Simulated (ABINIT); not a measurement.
# Be3N2 (R3m): G0W0 with ABINIT, start to end

Wanted: ground state, empty states, screening and self-energy for Be3N2 (R3m).

Main program and level: ABINIT 10.8.3; PBEsol and many-body steps on it, plane waves.

## Step 1: The structure

It takes space group R3m (No. 160, trigonal). Conventional cell: a = 2.840 Å, b = 2.840 Å, c = 14.599 Å, α = 90.00°, β = 90.00°, γ = 120.00°. Nearest to Be lie 3 N at 1.65 Å. Nearest to Be lie 4 N at 1.66 to 1.84 Å. Be has 4 N at 1.68 to 1.78 Å nearest. Nearest to N lie 5 Be at 1.65 to 1.68 Å. N has 6 Be at 1.78 to 1.84 Å nearest. Farther neighbours and most contacts between anions are not listed.

The cell and positions are those that the Materials Project relaxed with its own functionals (PBE, PBE+U or r2SCAN), kept fixed.

## Step 2: Ground state

This step: ABINIT 10.8.3; DFT, PBEsol, plane waves, norm-conserving pseudopotentials.

The ground-state density comes first.

File run.abi:

```
acell 3*1.0 Angstrom
rprim 
  1.419805055509 0.819724830995 4.866215662800
  -1.419805055509 0.819724830995 4.866215662800
  -0.000000000000 -1.639449661990 4.866215662800
ntypat 2
znucl 4 7
natom 5
typat 1 1 1 2 2
xred 
  0.859001080000 0.859001080000 0.859001080000
  0.317694560000 0.317694560000 0.317694560000
  0.088806770000 0.088806770000 0.088806770000
  0.204162680000 0.204162680000 0.204162680000
  0.708434910000 0.708434910000 0.708434910000
pp_dirpath "pseudos"
pseudos "Be.upf, N.upf"
ecut 38
ngkpt 8 8 8
nshiftk 1
shiftk 0 0 0
kptopt 1
chksymbreak 0
nband 17
occopt 1
tolvrs 1e-10
nstep 60
prtwf 0
optforces 0
optstress 0
indata_prefix "in"
outdata_prefix "out"
tmpdata_prefix "tmp"
```

The run is started by

```console
$ OMP_NUM_THREADS=1 mpirun -n 4 abinit run.abi > log
```

Numbers of over 12 decimals in the logs are rounded to 6 here.

The program printed:

```text
.Version 10.8.3 of ABINIT. v10.8.2 released Aug 2026.

 Symmetries : space group R3 m (#160); Bravais hR (rhombohedral)
================================================================================
 Values of the parameters that define the memory need of the present run
     intxc =       0    ionmov =       0      iscf =       7    lmnmax =       4
     lnmax =       4     mgfft =      54  mpssoang =       2    mqgrid =    3001
     natom =       5  nloc_mem =       1    nspden =       1   nspinor =       1
    nsppol =       1      nsym =       6    n1xccc =    2501    ntypat =       2
    occopt =       1   xclevel =       2
-    mband =          17        mffmem =           1         mkmem =          17
       mpw =        2596          nfft =      157464          nkpt =          65
================================================================================
  Rough estimation (10% accuracy) of disk space for files :
================================================================================

--------------------------------------------------------------------------------
------------- Echo of variables that govern the present computation ------------
--------------------------------------------------------------------------------
 -outvars: echo values of preprocessed input variables --------
            acell      1.8897261259E+00  1.8897261259E+00  1.8897261259E+00 Bohr

      chksymbreak           0
             ecut      3.80000000E+01 Hartree
-          fftalg         312

              ixc     -116133
              kpt      0.00000000E+00  0.00000000E+00  0.00000000E+00
                       1.25000000E-01  0.00000000E+00  0.00000000E+00
                       2.50000000E-01  0.00000000E+00  0.00000000E+00
                       3.75000000E-01  0.00000000E+00  0.00000000E+00
                       5.00000000E-01  0.00000000E+00  0.00000000E+00
                       1.25000000E-01  1.25000000E-01  0.00000000E+00
                       2.50000000E-01  1.25000000E-01  0.00000000E+00
                       3.75000000E-01  1.25000000E-01  0.00000000E+00
                       5.00000000E-01  1.25000000E-01  0.00000000E+00
   [... 39 further rows ...]
                       5.00000000E-01  2.50000000E-01  2.50000000E-01
                      -3.75000000E-01  2.50000000E-01  2.50000000E-01
                       outvar_i_n : Printing only first  50 k-points.
         kptrlatt        8    0    0      0    8    0      0    0    8
          kptrlen      4.29286833E+01
P           mkmem          17
            natom           5
            nband          17
            ngfft          54      54      54
             nkpt          65
            nstep          60
             nsym           6
           ntypat           2
              occ      2.000000  2.000000  2.000000  2.000000  2.000000  2.000000
                       2.000000  2.000000  2.000000  2.000000  2.000000  0.000000
                       0.000000  0.000000  0.000000  0.000000  0.000000
        optforces           0
        optstress           0
            prtwf           0
            rprim      1.4198050555E+00  8.1972483100E-01  4.8662156628E+00
[...]
spgroup         160

           tolvrs      1.00000000E-10

             xred      8.5900108000E-01  8.5900108000E-01  8.5900108000E-01
[...]
znucl        4.00000    7.00000

================================================================================

 chkinp: Checking input parameters for consistency.

================================================================================
== DATASET  1 ==================================================================
-   mpi_nproc: 4, omp_nthreads: 1 (-1 if OMP is not activated)

--- !DatasetInfo
iteration_state: {dtset: 1, }
dimensions: {natom: 5, nkpt: 65, mband: 17, nsppol: 1, nspinor: 1, nspden: 1, mpw: 2596, }
cutoff_energies: {ecut:  38.0, pawecutdg:  -1.0, }
electrons: {nelect:   2.20000000E+01, charge:   0.00000000E+00, occopt:   1.00000000E+00, tsmear:   1.00000000E-02, }

 Real(R)+Recip(G) space primitive vectors, cartesian coordinates (Bohr,Bohr^-1):
 R(1)=  2.6830427  1.5490554  9.1958149  G(1)=  0.1863556  0.1075924  0.0362484
 R(2)= -2.6830427  1.5490554  9.1958149  G(2)= -0.1863556  0.1075924  0.0362484
 R(3)=  0.0000000 -3.0981109  9.1958149  G(3)=  0.0000000 -0.2151849  0.0362484
 Unit cell volume ucvol=  2.2931687E+02 bohr^3
 Angles (23,13,12)=  3.21025619E+01  3.21025619E+01  3.21025619E+01 degrees

 getcut: wavevector=  0.0000  0.0000  0.0000  ngfft=  54  54  54
         ecut(hartree)=     38.000   => boxcut(ratio)=   2.00551

--- Pseudopotential description ------------------------------------------------
- Be Generated using ONCVPSP code by D. R. Hamann
-  4.00000   4.00000  180301                  znucl, zion, pspdat
12 -116133 1 -1 1358                          pspcod,pspxc,lmax,lloc,mmax
     nproj     2     2
  pspatm : epsatm=    3.86291605
         --- l  ekb(1:nproj) -->
[...]
pspatm: atomic psp has been read  and splines computed

- N Generated using ONCVPSP code by D. R. Hamann
-  7.00000   5.00000  180301                  znucl, zion, pspdat
12 -116133 1 -1 1058                          pspcod,pspxc,lmax,lloc,mmax
     nproj     2     2
  pspatm : epsatm=    5.26508482
         --- l  ekb(1:nproj) -->
[...]
pspatm: atomic psp has been read  and splines computed

   4.86616192E+02                                ecore*ucvol(ha*bohr**3)
--------------------------------------------------------------------------------

_setup2: Arith. and geom. avg. npw (full set) are    2566.232    2566.209

================================================================================

--- !BeginCycle
iteration_state: {dtset: 1, }
solver: {iscf: 7, nstep: 60, nline: 4, wfoptalg: 0, }
tolerances: {tolvrs: 1.00E-10, }

     iter   Etot(hartree)      deltaE(h)  residm     vres2
 ETOT  1  -62.298908981213    -6.230E+01 1.352E-01 1.866E+03
 ETOT  2  -62.404869092172    -1.060E-01 2.362E-02 1.104E+03
 ETOT  3  -62.524161524174    -1.193E-01 8.923E-03 9.550E+00
 ETOT  4  -62.524670420060    -5.089E-04 2.792E-03 1.452E+00
 ETOT  5  -62.524698905891    -2.849E-05 8.220E-04 1.654E-01
 ETOT  6  -62.524712122066    -1.322E-05 1.327E-03 3.293E-02
 ETOT  7  -62.524712997160    -8.751E-07 2.925E-04 2.875E-04
 ETOT  8  -62.524713002151    -4.991E-09 5.489E-04 4.739E-06
 ETOT  9  -62.524713002291    -1.395E-10 1.006E-04 2.970E-08
 ETOT 10  -62.524713002292    -9.166E-13 1.907E-04 2.205E-10
 ETOT 11  -62.524713002292    -6.821E-13 3.267E-05 1.040E-11

 At SCF step   11       vres2   =  1.04E-11 < tolvrs=  1.00E-10 =>converged.

--- !ResultsGS
iteration_state: {dtset: 1, }
comment   : Summary of ground state results
lattice_vectors:
- [  2.6830427,   1.5490554,   9.1958149, ]
- [ -2.6830427,   1.5490554,   9.1958149, ]
- [ -0.0000000,  -3.0981109,   9.1958149, ]
lattice_lengths: [   9.70367,    9.70367,    9.70367, ]
lattice_angles: [ 32.103,  32.103,  32.103, ] # degrees, (23, 13, 12)
lattice_volume:   2.2931687E+02
convergence: {deltae: -6.821E-13, res2:  1.040E-11, residm:  3.267E-05, diffor:  0.000E+00, }
etotal    :  -6.25247130E+01
entropy   :   0.00000000E+00
fermie    :   2.11224416E-01
cartesian_stress_tensor: null
pressure_GPa: null
xred      :
- [  8.5900E-01,   8.5900E-01,   8.5900E-01, Be]
- [  3.1769E-01,   3.1769E-01,   3.1769E-01, Be]
- [  8.8807E-02,   8.8807E-02,   8.8807E-02, Be]
- [  2.0416E-01,   2.0416E-01,   2.0416E-01,  N]
- [  7.0843E-01,   7.0843E-01,   7.0843E-01,  N]
cartesian_forces: null
force_length_stats: {min: null, max: null, mean: null, }

 Integrated electronic density in atomic spheres:
 ------------------------------------------------
 Atom  Sphere_radius  Integrated_density
[...]
================================================================================

 ----iterations are completed or convergence reached----

 Mean square residual over all n,k,spin=   52.374E-09; max=  32.672E-06
 reduced coordinates (array xred) for    5 atoms
       0.859001080000      0.859001080000      0.859001080000
       0.317694560000      0.317694560000      0.317694560000
       0.088806770000      0.088806770000      0.088806770000
       0.204162680000      0.204162680000      0.204162680000
       0.708434910000      0.708434910000      0.708434910000
 rms dE/dt=  0.0000E+00; max dE/dt=  0.0000E+00; dE/dt below (all hartree)
    1       0.000000000000      0.000000000000      0.000000000000
    2       0.000000000000      0.000000000000      0.000000000000
    3       0.000000000000      0.000000000000      0.000000000000
    4       0.000000000000      0.000000000000      0.000000000000
    5       0.000000000000      0.000000000000      0.000000000000

 cartesian coordinates (angstrom) at end:
    1      0.000000    -0.000000    12.540254
    2      0.000000    -0.000000     4.637911
    3     -0.000000     0.000000     1.296459
    4     -0.000000     0.000000     2.980499
    5      0.000000     0.000000    10.342191
 length scales=  1.889726125908  1.889726125908  1.889726125908 bohr
              =  1.000000000000  1.000000000000  1.000000000000 angstroms
 prteigrs : about to open file out_EIG
 Fermi (or HOMO) energy (hartree) =   0.21122   Average Vxc (hartree)=  -0.43899
 Eigenvalues (hartree) for nkpt=  65  k points:
 kpt#   1, nband= 17, wtk=  0.00195, kpt=  0.0000  0.0000  0.0000 (reduced coord)
  -3.38309   -3.37717   -3.33270   -0.39174   -0.31036   -0.06938    0.16726    0.16726
   0.19441    0.21122    0.21122    0.43063    0.49773    0.51731    0.51731    0.60583
   0.64018
 prteigrs : prtvol=0 or 1, do not print more k-points.

--- !EnergyTerms
iteration_state     : {dtset: 1, }
comment             : Components of total free energy in Hartree
kinetic             :  4.06449102717758E+01
hartree             :  1.01762933190659E+01
xc                  : -1.33880802326133E+01
Ewald energy        : -3.69375603529763E+01
psp_core            :  2.12202522325062E+00
local_psp           : -3.24365140579976E+01
non_local_psp       : -3.27057871727974E+01
total_energy        : -6.25247130022923E+01
total_energy_eV     : -1.70138411542449E+03
band_energy         : -2.04466899560379E+01

== END DATASET(S) ==============================================================
================================================================================

 -outvars: echo values of variables after computation  --------
           etotal     -6.2524713002E+01
            nband          17
             nkpt          65
          spgroup         160
 [... the other variables as echoed above ...]

 Calculation completed.
```

Elapsed: 47 s, on 4 MPI ranks of Arm Neoverse V2, shared host; peak memory 0.42 GiB.

Numbers from this step:

```
total energy               : -1701.3841 eV
gap                        : 2.674 eV
k of the valence top       : 0, 0, 0
k of the conduction bottom : 0.5, 0.5, 0
least direct gap           : 3.740 eV
```

The gap is indirect, with the least direct gap 1.07 eV higher.

[end of part 1 of 3]

[Paths, hosts, dates, memory and timing lines, banners, echoed tables and standing remarks are left out of the program output.]

[Logs are printed without paths, hosts, clocks, repeated set-up lines and the standing remarks that a program may print on its own settings, such as how far it seeks lower states.]

[Runs of the session that timed out or met a known fault of the program may be left out.]

[Hosts, paths, dates, database ids (printed as entryN), source tags and the programs' standing remarks are cut or masked in the printed files.]

[G0W0 gaps are taken among the corrected bands and points alone; a level outside them can change the order at an edge.]

[Where Ansatz stands beside ABINIT at settings called matched, ABINIT's density can come from a denser mesh and the files from another edition; pairs whose starting gaps differed by over 0.03 eV were left out, so agreement reads better than it is.]
